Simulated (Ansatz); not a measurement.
# Cl on Al(100): change of the work function, part 2 of 4

Wanted: Δφ(θ) for Cl/Al(100), starting from the hollow site.

Ansatz 0.2.0; plane-wave DFT, PBE, Ansatz PAW.

So far, work function, upper face (eV): step 2 (the clean slab) 4.29.

## (3) The covered slab, k-mesh 4×4×1, coverage 0.111 ML

System of this step: Cl/Al(100). The cell holds 37 atoms: 36 Al and 1 Cl. Cell: a = 8.591 Å, b = 8.591 Å, c = 25.170 Å, α = 90.0°, β = 90.0°, γ = 90.0°. Vacuum lies along c.

The clean slab as it ended is repeated in the plane and the adsorbate is set on one face; the cell's size fixes the coverage, and the k-mesh shrinks with it to keep the sampling density about even. Adsorbate and upper layers relax, since the dipole depends on the height.

input.yaml reads:

```yaml
crystal:
  lattice:
    - [8.5913473914, 0.0, 0.0]
    - [0.0, 8.5913473914, 0.0]
    - [0.0, 0.0, 25.1699217993]
  atoms:
    - { symbol: Al, position: [0.1666666667, 0.1666666667, 0.3575696449] }
    - { symbol: Al, position: [0.0, 0.0, 0.438022815] }
    - { symbol: Al, position: [0.1666666667, 0.1666666667, 0.5178535077] }
    - { symbol: Al, position: [0.0, 0.0, 0.5993618206] }
    - { symbol: Al, position: [0.1666666667, 0.5, 0.3575696449] }
    - { symbol: Al, position: [0.0, 0.3333333333, 0.438022815] }
    - { symbol: Al, position: [0.1666666667, 0.5, 0.5178535077] }
    - { symbol: Al, position: [0.0, 0.3333333333, 0.5993618206] }
    - { symbol: Al, position: [0.1666666667, 0.8333333333, 0.3575696449] }
    - { symbol: Al, position: [0.0, 0.6666666667, 0.438022815] }
    - { symbol: Al, position: [0.1666666667, 0.8333333333, 0.5178535077] }
    - { symbol: Al, position: [0.0, 0.6666666667, 0.5993618206] }
    - { symbol: Al, position: [0.5, 0.1666666667, 0.3575696449] }
    - { symbol: Al, position: [0.3333333333, 0.0, 0.438022815] }
    - { symbol: Al, position: [0.5, 0.1666666667, 0.5178535077] }
    - { symbol: Al, position: [0.3333333333, 0.0, 0.5993618206] }
    - { symbol: Al, position: [0.5, 0.5, 0.3575696449] }
    - { symbol: Al, position: [0.3333333333, 0.3333333333, 0.438022815] }
    - { symbol: Al, position: [0.5, 0.5, 0.5178535077] }
    - { symbol: Al, position: [0.3333333333, 0.3333333333, 0.5993618206] }
    - { symbol: Al, position: [0.5, 0.8333333333, 0.3575696449] }
    - { symbol: Al, position: [0.3333333333, 0.6666666667, 0.438022815] }
    - { symbol: Al, position: [0.5, 0.8333333333, 0.5178535077] }
    - { symbol: Al, position: [0.3333333333, 0.6666666667, 0.5993618206] }
    - { symbol: Al, position: [0.8333333333, 0.1666666667, 0.3575696449] }
    - { symbol: Al, position: [0.6666666667, 0.0, 0.438022815] }
    - { symbol: Al, position: [0.8333333333, 0.1666666667, 0.5178535077] }
    - { symbol: Al, position: [0.6666666667, 0.0, 0.5993618206] }
    - { symbol: Al, position: [0.8333333333, 0.5, 0.3575696449] }
    - { symbol: Al, position: [0.6666666667, 0.3333333333, 0.438022815] }
    - { symbol: Al, position: [0.8333333333, 0.5, 0.5178535077] }
    - { symbol: Al, position: [0.6666666667, 0.3333333333, 0.5993618206] }
    - { symbol: Al, position: [0.8333333333, 0.8333333333, 0.3575696449] }
    - { symbol: Al, position: [0.6666666667, 0.6666666667, 0.438022815] }
    - { symbol: Al, position: [0.8333333333, 0.8333333333, 0.5178535077] }
    - { symbol: Al, position: [0.6666666667, 0.6666666667, 0.5993618206] }
    - { symbol: Cl, position: [0.1666666667, 0.1666666667, 0.6424303551] }
kpoints:
  mp_grid: { grid: [4, 4, 1] }
hamiltonian:
  xc: pbe
scf:
  occupations: { method: fermi_dirac, width: 0.1 }
  convergence: { dr2_threshold: 1.0e-08 }
efield:
  axis: 3
  dipole_correction: true
  ramp_position: 0.97
  ramp_width: 0.06
relax:
  f_tol: 0.02
  max_steps: 60
  constraints:
    - { sites: [0, 1, 4, 5, 8, 9, 12, 13, 16, 17, 20, 21, 24, 25, 28, 29, 32, 33] }
output:
  write_potential: true
  write_density: true
  volumetric_format: npy
```

Launch:

```bash
$ ansatz run input.yaml --threads 2 --pin off --max-ram 4096MiB --backend cpu --events-out ev --progress --plain --runs-dir out
```

Output:

```text
[...]
Crystal: 37 atoms, lattice volume = 1857.823 Å³
Basis set: ecut = 420 eV, 36325 PW (Γ), exchange–correlation on 120×120×360 points (8 copies of the dense FFT grid, shifted against one another)
Bands: 95, of which v1, the nominal top of the filled ones, is band 58 counted from 1 (57 counted from 0)
Symmetry: 8 space group operations
[...]
k-points: 6 of 16
[...]
SCF iter   1: F=—  HF=-20420.895071 eV  |F-HF|=—  |Δ(HF+E_count)|=         —  Δρ=1.91e-3  dr2=8.55e-1  ethr=1.77e-3  p=0.046 e·Å  D=4.52e-3 V/Å  ΔV_dip=-0.11 eV  dr2_dipole=7.53e-2  V_vac-E_F(+/−)=4.09/4.20 eV  ⟨swp⟩=11.0  Hψ=3545  notcnv=0  defer=8
[...]
SCF iter   8: F=-20420.829019 eV  HF=-20420.829019 eV  |F-HF|=1.95e-8  |Δ(HF+E_count)|=   1.75e-7  Δρ=3.34e-7  dr2=5.18e-9  ethr=8.70e-12  p=0.120 e·Å  D=1.17e-2 V/Å  ΔV_dip=-0.29 eV  dr2_dipole=2.57e-10  V_vac-E_F(+/−)=4.02/4.31 eV  ⟨swp⟩=11.0  Hψ=3868  notcnv=0
SCF 1 converged in 8 iterations: F = -20420.829019 eV  dr2 = 5.18e-9
[...]
relax step   1: F+E_penalty+E_count = -20420.82901882 eV  Δ(F+E_penalty+E_count) = +0.000e0 eV  max|allowed force component| = 4.637e0 eV/Å  Δτ_max = 0.0000 Å  (8 SCF iters, accepted)
[...]
SCF iter   8: F=-20421.914195 eV  HF=-20421.914195 eV  |F-HF|=1.07e-8  |Δ(HF+E_count)|=   4.63e-8  Δρ=2.99e-7  dr2=2.75e-9  ethr=8.70e-12  p=0.088 e·Å  D=8.57e-3 V/Å  ΔV_dip=-0.22 eV  dr2_dipole=3.78e-11  V_vac-E_F(+/−)=4.09/4.31 eV  ⟨swp⟩=10.2  Hψ=3680  notcnv=0
SCF 2 converged in 8 iterations: F = -20421.914195 eV  dr2 = 2.75e-9
[...]
relax step   2: F+E_penalty+E_count = -20421.91419549 eV  Δ(F+E_penalty+E_count) = -1.085e0 eV  max|allowed force component| = 2.650e0 eV/Å  Δτ_max = 0.1973 Å  (8 SCF iters, accepted)
SCF iter   1: F=—  HF=-20422.506840 eV  |F-HF|=—  |Δ(HF+E_count)|=         —  Δρ=1.86e-3  dr2=2.79e-1  ethr=8.99e-4  p=0.088 e·Å  D=8.57e-3 V/Å  ΔV_dip=-0.22 eV  dr2_dipole=6.69e-2  V_vac-E_F(+/−)=4.10/4.32 eV  ⟨swp⟩=5.7  Hψ=1578  notcnv=0  defer=22
[...]
SCF iter   8: F=-20422.457327 eV  HF=-20422.457327 eV  |F-HF|=1.80e-8  |Δ(HF+E_count)|=   1.35e-7  Δρ=3.10e-7  dr2=2.97e-9  ethr=8.70e-12  p=0.025 e·Å  D=2.40e-3 V/Å  ΔV_dip=-0.06 eV  dr2_dipole=1.14e-10  V_vac-E_F(+/−)=4.24/4.30 eV  ⟨swp⟩=10.3  Hψ=3819  notcnv=0
SCF 3 converged in 8 iterations: F = -20422.457327 eV  dr2 = 2.97e-9
[...]
relax step   3: F+E_penalty+E_count = -20422.45732656 eV  Δ(F+E_penalty+E_count) = -5.431e-1 eV  max|allowed force component| = 1.227e0 eV/Å  Δτ_max = 0.1950 Å  (8 SCF iters, accepted)
[...]
relax step   4: F+E_penalty+E_count = -20422.63051165 eV  Δ(F+E_penalty+E_count) = -1.732e-1 eV  max|allowed force component| = 3.845e-1 eV/Å  Δτ_max = 0.1949 Å  (8 SCF iters, accepted)
[...]
relax step   5: F+E_penalty+E_count = -20422.66745949 eV  Δ(F+E_penalty+E_count) = -3.695e-2 eV  max|allowed force component| = 4.865e-2 eV/Å  Δτ_max = 0.1746 Å  (8 SCF iters, accepted)
[...]
relax step   6: F+E_penalty+E_count = -20422.66920549 eV  Δ(F+E_penalty+E_count) = -1.746e-3 eV  max|allowed force component| = 2.433e-2 eV/Å  Δτ_max = 0.0120 Å  (6 SCF iters, accepted)
SCF iter   1: F=—  HF=-20422.667816 eV  |F-HF|=—  |Δ(HF+E_count)|=         —  Δρ=6.11e-5  dr2=3.02e-4  ethr=8.69e-7  p=-0.097 e·Å  D=-9.44e-3 V/Å  ΔV_dip=0.24 eV  dr2_dipole=4.86e-5  V_vac-E_F(+/−)=4.53/4.29 eV  ⟨swp⟩=2.0  Hψ=1135  notcnv=0  defer=17
[...]
SCF iter   6: F=-20422.669408 eV  HF=-20422.669408 eV  |F-HF|=1.71e-8  |Δ(HF+E_count)|=   5.94e-8  Δρ=2.21e-7  dr2=9.72e-10  ethr=8.70e-12  p=-0.095 e·Å  D=-9.25e-3 V/Å  ΔV_dip=0.23 eV  dr2_dipole=4.07e-12  V_vac-E_F(+/−)=4.53/4.29 eV  ⟨swp⟩=10.0  Hψ=3762  notcnv=0
SCF 7 converged in 6 iterations: F = -20422.669408 eV  dr2 = 9.72e-10
relax step   7: F+E_penalty+E_count = -20422.66940828 eV  Δ(F+E_penalty+E_count) = -2.028e-4 eV  max|allowed force component| = 4.328e-3 eV/Å  Δτ_max = 0.0051 Å  (6 SCF iters, accepted)
NSCF: frozen V_eff on 6 k-points
the search or the solves at the SCF's close may have found levels that the self-consistency loop had missed (the run counts none). By its estimate they hold under 1e-12 electrons; where the run keeps them, the occupations were computed again with them
the band table was solved once a step of the walk had ended and its energy, with any forces and stress, was formed, with the checks that follow a solve (3745 applications of the Hamiltonian). They found nothing against the state; the energy, forces and stress were not computed again (output.eigenvalues in the input reference)
SCF converged after 6 iterations
Free energy (F): -20422.669408 eV
[...]
Internal energy: -20422.203880 eV  (E = F + TS)
E sigma→0 (E₀):  -20422.436644 eV
Entropy (-TS):   -0.465528 eV (-12.582 meV/atom)
Fermi energy:    -0.280763 eV
Dipole field:    D = -0.009252 V/Å  (p = -0.094987 e·Å, saw-weighted, corrected)
Work function:   Φ+ = 4.5264 eV   Φ− = 4.2936 eV
[...]
--- Forces (eV/Å), atoms counted from 1 ---
  atom   1  Al    -0.00000000     0.00000000    -0.07857905
  atom   2  Al     0.05017021     0.05017021     0.09812214
  atom   3  Al    -0.00000000     0.00000000     0.00059123
  atom   4  Al    -0.00329054    -0.00329054    -0.00106047
  atom   5  Al     0.00000000     0.00921219    -0.05445201
  atom   6  Al     0.05017021    -0.05017021     0.09812214
  atom   7  Al     0.00000000     0.00294436    -0.00153481
  atom   8  Al    -0.00329054     0.00329054    -0.00106047
  atom   9  Al     0.00000000    -0.00921219    -0.05445201
  atom  10  Al     0.03823486     0.00000000    -0.00564210
  atom  11  Al     0.00000000    -0.00294436    -0.00153481
  atom  12  Al    -0.00252840     0.00000000     0.00036086
  atom  13  Al     0.00921219     0.00000000    -0.05445201
  atom  14  Al    -0.05017021     0.05017021     0.09812214
  atom  15  Al     0.00294436     0.00000000    -0.00153481
  atom  16  Al     0.00329054    -0.00329054    -0.00106047
  atom  17  Al    -0.01660640    -0.01660640    -0.01520358
  atom  18  Al    -0.05017021    -0.05017021     0.09812214
  atom  19  Al    -0.00018086    -0.00018086     0.00116924
  atom  20  Al     0.00329054     0.00329054    -0.00106047
  atom  21  Al    -0.01660640     0.01660640    -0.01520358
  atom  22  Al    -0.03823486     0.00000000    -0.00564210
  atom  23  Al    -0.00018086     0.00018086     0.00116924
  atom  24  Al     0.00252840     0.00000000     0.00036086
  atom  25  Al    -0.00921219     0.00000000    -0.05445201
  atom  26  Al     0.00000000     0.03823486    -0.00564210
  atom  27  Al    -0.00294436     0.00000000    -0.00153481
  atom  28  Al     0.00000000    -0.00252840     0.00036086
  atom  29  Al     0.01660640    -0.01660640    -0.01520358
  atom  30  Al     0.00000000    -0.03823486    -0.00564210
  atom  31  Al     0.00018086    -0.00018086     0.00116924
  atom  32  Al     0.00000000     0.00252840     0.00036086
  atom  33  Al     0.01660640     0.01660640    -0.01520358
  atom  34  Al     0.00000000     0.00000000    -0.01220650
  atom  35  Al     0.00018086     0.00018086     0.00116924
  atom  36  Al    -0.00000000     0.00000000    -0.00117112
  atom  37  Cl     0.00000000     0.00000000     0.00432815
  max |Σ_I F_I| component: 2.20e-7 eV/Å
--- Band table (eV; the first three rows and the last of 6) ---
  k-point 0: bands = [... 54 lower, -0.5475, -0.5353, -0.5353, -0.3899, -0.3871, -0.3830, -0.3830, -0.3574, ... 33 higher]
  k-point 1: bands = [... 54 lower, -0.8274, -0.7836, -0.1577, -0.1048, -0.0316, 0.0638, 0.1401, 0.2126, ... 33 higher]
  k-point 2: bands = [... 54 lower, -1.0523, -0.9874, -0.2096, -0.1197, 0.0330, 0.1823, 0.3010, 0.4534, ... 33 higher]
  k-point 5: bands = [... 54 lower, -0.0183, 0.0092, 0.1389, 0.1773, 0.1773, 0.1818, 0.2012, 0.4202, ... 33 higher]
--- Relaxed structure (7 steps of the walk, 7 accepted, 0 SCFs on fresh bases) ---
  F+E_penalty+E_count = -20422.66940828 eV   max|allowed force component| = 4.328e-3 eV/Å
  atoms:
    - { symbol: Al, position: [0.166667, 0.166667, 0.357570] }
    - { symbol: Al, position: [1.666666e-11, 1.666666e-11, 0.438023] }
    - { symbol: Al, position: [0.166667, 0.166667, 0.519974] }
    - { symbol: Al, position: [-0.00584501, -0.00584501, 0.598166] }
    - { symbol: Al, position: [0.166667, 0.500000, 0.357570] }
    - { symbol: Al, position: [1.666666e-11, 0.333333, 0.438023] }
    - { symbol: Al, position: [0.166667, 0.501391, 0.518112] }
    - { symbol: Al, position: [-0.00584501, 0.339178, 0.598166] }
    - { symbol: Al, position: [0.166667, 0.833333, 0.357570] }
    - { symbol: Al, position: [1.666666e-11, 0.666667, 0.438023] }
    - { symbol: Al, position: [0.166667, 0.831943, 0.518112] }
    - { symbol: Al, position: [0.000279825, 0.666667, 0.599407] }
    - { symbol: Al, position: [0.500000, 0.166667, 0.357570] }
    - { symbol: Al, position: [0.333333, 1.666666e-11, 0.438023] }
    - { symbol: Al, position: [0.501391, 0.166667, 0.518112] }
    - { symbol: Al, position: [0.339178, -0.00584501, 0.598166] }
    - { symbol: Al, position: [0.500000, 0.500000, 0.357570] }
    - { symbol: Al, position: [0.333333, 0.333333, 0.438023] }
    - { symbol: Al, position: [0.501044, 0.501044, 0.516686] }
    - { symbol: Al, position: [0.339178, 0.339178, 0.598166] }
    - { symbol: Al, position: [0.500000, 0.833333, 0.357570] }
    - { symbol: Al, position: [0.333333, 0.666667, 0.438023] }
    - { symbol: Al, position: [0.501044, 0.832290, 0.516686] }
    - { symbol: Al, position: [0.333054, 0.666667, 0.599407] }
    - { symbol: Al, position: [0.833333, 0.166667, 0.357570] }
    - { symbol: Al, position: [0.666667, 1.666666e-11, 0.438023] }
    - { symbol: Al, position: [0.831943, 0.166667, 0.518112] }
    - { symbol: Al, position: [0.666667, 0.000279825, 0.599407] }
    - { symbol: Al, position: [0.833333, 0.500000, 0.357570] }
    - { symbol: Al, position: [0.666667, 0.333333, 0.438023] }
    - { symbol: Al, position: [0.832290, 0.501044, 0.516686] }
    - { symbol: Al, position: [0.666667, 0.333054, 0.599407] }
    - { symbol: Al, position: [0.833333, 0.833333, 0.357570] }
    - { symbol: Al, position: [0.666667, 0.666667, 0.438023] }
    - { symbol: Al, position: [0.832290, 0.832290, 0.516686] }
    - { symbol: Al, position: [0.666667, 0.666667, 0.598102] }
    - { symbol: Cl, position: [0.166667, 0.166667, 0.673153] }
```

Run time: 5.8 min. Hardware: 2 threads of Arm Neoverse V1, shared host; peak memory 2.4 GiB; 11 min of CPU time.

This run has no spin polarisation although its electron count is odd.

Step by step:

```tsv
step	energy less that of the first step (eV)	largest force component (eV/Å)
1	0.0000	4.6369
2	-1.0852	2.6495
3	-1.6283	1.2275
4	-1.8015	0.3845
5	-1.8384	0.0486
6	-1.8402	0.0243
7	-1.8404	0.0043
```

The run keeps the 8 symmetry operations that the program found, so distortions that break them were not tested.

The atoms that moved most (Å):

```tsv
atom	dx	dy	dz	length
Cl37	0.000	0.000	0.773	0.773
Al4	-0.050	-0.050	-0.030	0.077
Al16	0.050	-0.050	-0.030	0.077
Al8	-0.050	0.050	-0.030	0.077
Al20	0.050	0.050	-0.030	0.077
Al3	0.000	0.000	0.053	0.053
Al19	0.009	0.009	-0.029	0.032
Al31	-0.009	0.009	-0.029	0.032
```

The relaxed structure:

```xyz
37
Lattice="8.5913 0.0000 0.0000 0.0000 8.5913 0.0000 0.0000 0.0000 25.1699" Properties=species:S:1:pos:R:3
Al    1.4319    1.4319    9.0000
Al    0.0000    0.0000   11.0250
Al    1.4319    1.4319   13.0877
Al   -0.0502   -0.0502   15.0558
Al    1.4319    4.2957    9.0000
Al    0.0000    2.8638   11.0250
Al    1.4319    4.3076   13.0408
Al   -0.0502    2.9140   15.0558
Al    1.4319    7.1595    9.0000
Al    0.0000    5.7276   11.0250
Al    1.4319    7.1475   13.0408
Al    0.0024    5.7276   15.0870
Al    4.2957    1.4319    9.0000
Al    2.8638    0.0000   11.0250
Al    4.3076    1.4319   13.0408
Al    2.9140   -0.0502   15.0558
Al    4.2957    4.2957    9.0000
Al    2.8638    2.8638   11.0250
Al    4.3046    4.3046   13.0049
Al    2.9140    2.9140   15.0558
Al    4.2957    7.1595    9.0000
Al    2.8638    5.7276   11.0250
Al    4.3046    7.1505   13.0049
Al    2.8614    5.7276   15.0870
Al    7.1595    1.4319    9.0000
Al    5.7276    0.0000   11.0250
Al    7.1475    1.4319   13.0408
Al    5.7276    0.0024   15.0870
Al    7.1595    4.2957    9.0000
Al    5.7276    2.8638   11.0250
Al    7.1505    4.3046   13.0049
Al    5.7276    2.8614   15.0870
Al    7.1595    7.1595    9.0000
Al    5.7276    5.7276   11.0250
Al    7.1505    7.1505   13.0049
Al    5.7276    5.7276   15.0542
Cl    1.4319    1.4319   16.9432
```

This step gave:

```yaml
energy_at_zero_smearing: -20422.4366 eV
work_function_upper_face: 4.526 eV
work_function_lower_face: 4.294 eV
dipole_along_the_normal: -0.09499 e·Å
step_between_the_vacuum_levels: 0.2329 eV
```

Running mean over 2.025 Å of the planar mean; the ramp of the sawtooth is left out. Electron's electrostatic potential energy less the Fermi level against z:

```tsv
z (Å)	electron's electrostatic potential energy less the Fermi level (eV)
4	4.29
5	4.29
6	4.23
7	3.50
8	-0.526
9	-4.18
10	-4.56
11	-4.60
12	-4.64
13	-4.58
14	-4.52
15	-4.33
16	-1.45
17	2.49
18	3.94
19	4.49
20	4.52
21	4.53
22	4.53
```

The relaxation took 7 steps and lowered the energy by 1.8 eV; the largest force on the free atoms ends at 0.0043 eV/Å.

The covered face has 4.53 eV, +0.23 eV against the clean one; the bare back face has moved by -0.01 eV, a measure of how thin the slab is.

(Continued in part 3 of 4.)

[Long decimals in the printed logs are rounded to 6 places.]

[Logs are printed without paths, hosts, clocks, repeated set-up lines and the standing remarks that a program may print on its own settings, such as how far it seeks lower states.]

[Hosts, paths, dates, database ids (printed as entryN), source tags and the programs' standing remarks are cut or masked in the printed files.]

[Maps of the electrostatic potential energy from Ansatz leave out the sawtooth potential of an applied field or a dipole correction, so their vacuum need not be flat; planar profiles and work functions include it.]
